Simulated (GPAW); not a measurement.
**GaP (F-43m): refractive index against wavelength**

The refractive index of GaP (F-43m) below the direct gap (1.89 eV on the mesh) is read from one computed spectrum, n = √(Re ε).

It takes space group F-43m (No. 216, cubic). Conventional cell: a = 5.451 Å, b = 5.451 Å, c = 5.451 Å, α = 90.00°, β = 90.00°, γ = 90.00°. Ga on site a has 4 P at 2.36 Å as nearest neighbours. Around P on site c lie 4 Ga at 2.36 Å.

Method: GPAW 26.7.0, PBE, RPA, k-mesh 11×11×11, local fields up to 60 eV, Lorentzian half width 0.2 eV.

Launch of the response step: `OMP_NUM_THREADS=1 python df.py`. The run took 21 s, its band step included, on 1 thread of Arm Neoverse V2, with other jobs on the host.

| wavelength (nm) | photon energy E (eV) | n |
| --- | --- | --- |
| 3000 | 0.413 | 3.1050 |
| 2000 | 0.620 | 3.1234 |
| 1550 | 0.800 | 3.1464 |
| 1310 | 0.946 | 3.1705 |
| 1064 | 1.165 | ? |

In the single-oscillator model n² − 1 = E₀E_d/(E₀² − E²), so 1/(n² − 1) = E₀/E_d − E²/(E₀E_d) is linear in E².

Working, on the rows shown:

| x = E² (eV²) | y = 1/(n² − 1) |
| --- | --- |
| 0.170801 | 0.115727 |
| 0.384302 | 0.114212 |
| 0.639837 | 0.112362 |
| 0.895757 | 0.110472 |

Means: x̄ = 0.52267, ȳ = 0.11319. Σ(x − x̄)(y − ȳ) = -0.002145, Σ(x − x̄)² = 0.2959. Slope = -0.002145 / 0.2959 = -0.00725; intercept = ȳ − slope · x̄ = 0.11698. Turned back into n, the line misses the rows shown by at most 0.00023.

**Question.** Predict the last column of the withheld row from the fit.

**Answer.** At x = 1.3578 the line gives y = 0.10714, that is 3.2146. The run gave 3.2168, so the extrapolation is off by 0.0022, 2.0 % of the range in the table.

Refitted with all rows, the slope is -0.007376 and the intercept 0.11704. These give E₀ = √(intercept/−slope) = 3.98 eV and E_d = E₀/intercept = 34.0 eV; E₀ is 2.1 times the direct gap. The electronic limit at long wavelengths, without lattice vibrations, is n = √(1 + 1/intercept) = 3.089. Excitons are left out; PBE gaps are as a rule too small. The values come from a sum over the points of one k-mesh and carry its error, which grows as the direct gap shrinks. Spin-orbit coupling is left out.
